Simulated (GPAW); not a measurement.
Mg3VO4 (Pm-3m) has these O sites:
A. atom 9: 1 Mg at 2.15 Å, 1 V at 2.15 Å, 2 Mg at 2.15 Å, 1 V at 2.15 Å and 1 Mg at 2.15 Å (octahedral, site symmetry 4/mmm), then 12 O at 3.05 Å and 8 Mg at 3.73 Å
B. atom 13: 6 Mg at 2.15 Å (octahedral, site symmetry m-3m), then 12 O at 3.05 Å and 8 V at 3.73 Å

Their O K edges were computed (GPAW, LDA + U (V 3 eV), full core hole (charged cell), 16-atom cell with 6.1 Å between holes, 4×4×4 k points, dipole transitions, Gaussian full width 0.9 eV up to 4 eV, rising linearly to 3.5 eV at 25 eV) and are given in random order.

On one photon-energy scale, from the lowest onset; each scaled to a mean of 1 over its first 20 eV.

| E (eV) | spectrum 1 | spectrum 2 |
| --- | --- | --- |
| -2.0 | 0.00 | 0.00 |
| -1.0 | 0.00 | 0.00 |
| 0.0 | 0.00 | 0.00 |
| 1.0 | 0.12 | 0.09 |
| 2.0 | 0.44 | 0.50 |
| 3.0 | 1.17 | 2.41 |
| 4.0 | 1.95 | 1.54 |
| 5.0 | 3.01 | 2.27 |
| 6.0 | 2.10 | 1.85 |
| 7.0 | 2.83 | 2.80 |
| 8.0 | 1.73 | 1.68 |
| 9.0 | 0.54 | 0.52 |
| 10.0 | 0.33 | 0.33 |
| 11.0 | 0.27 | 0.49 |
| 12.0 | 0.38 | 0.84 |
| 13.0 | 0.62 | 1.08 |
| 14.0 | 0.78 | 0.92 |
| 15.0 | 0.82 | 0.55 |
| 16.0 | 0.74 | 0.44 |
| 17.0 | 0.55 | 0.45 |
| 18.0 | 0.49 | 0.46 |
| 19.0 | 0.62 | 0.49 |
| 20.0 | 0.92 | 0.60 |
| 21.0 | 1.18 | 0.80 |
| 22.0 | 1.27 | 0.99 |
| 23.0 | 1.20 | 1.06 |
| 24.0 | 1.02 | 0.96 |
| 25.0 | 0.78 | 0.80 |
| 26.0 | 0.55 | 0.72 |
| 27.0 | 0.40 | 0.75 |
| 28.0 | 0.37 | 0.82 |
| 29.0 | 0.43 | 0.87 |
| 30.0 | 0.55 | 0.91 |
| 31.0 | 0.66 | 0.91 |

Question: Which spectrum belongs to which site?

Spectrum 1 is B (onset at +0.00 eV, maxima 5.1 eV (3.04), 7.2 eV (2.91) and 22.0 eV (1.27) above its own zero). Spectrum 2 is A (onset at +0.15 eV, maxima 2.9 eV (2.43), 4.7 eV (2.30) and 7.0 eV (2.83) above its own zero).

[Hosts, paths, dates, database ids (printed as entryN), source tags and the programs' standing remarks are cut or masked in the printed files.]

[Lists of maxima count a maximum above −3 eV only where it reaches 4 % of the highest in the window and stands out from its surroundings by 2 % of it (1.5 % where it reaches 55 %); shoulders and weaker maxima are passed over, and of the rest the first, up to two pre-edge ones and the few strongest are named.]
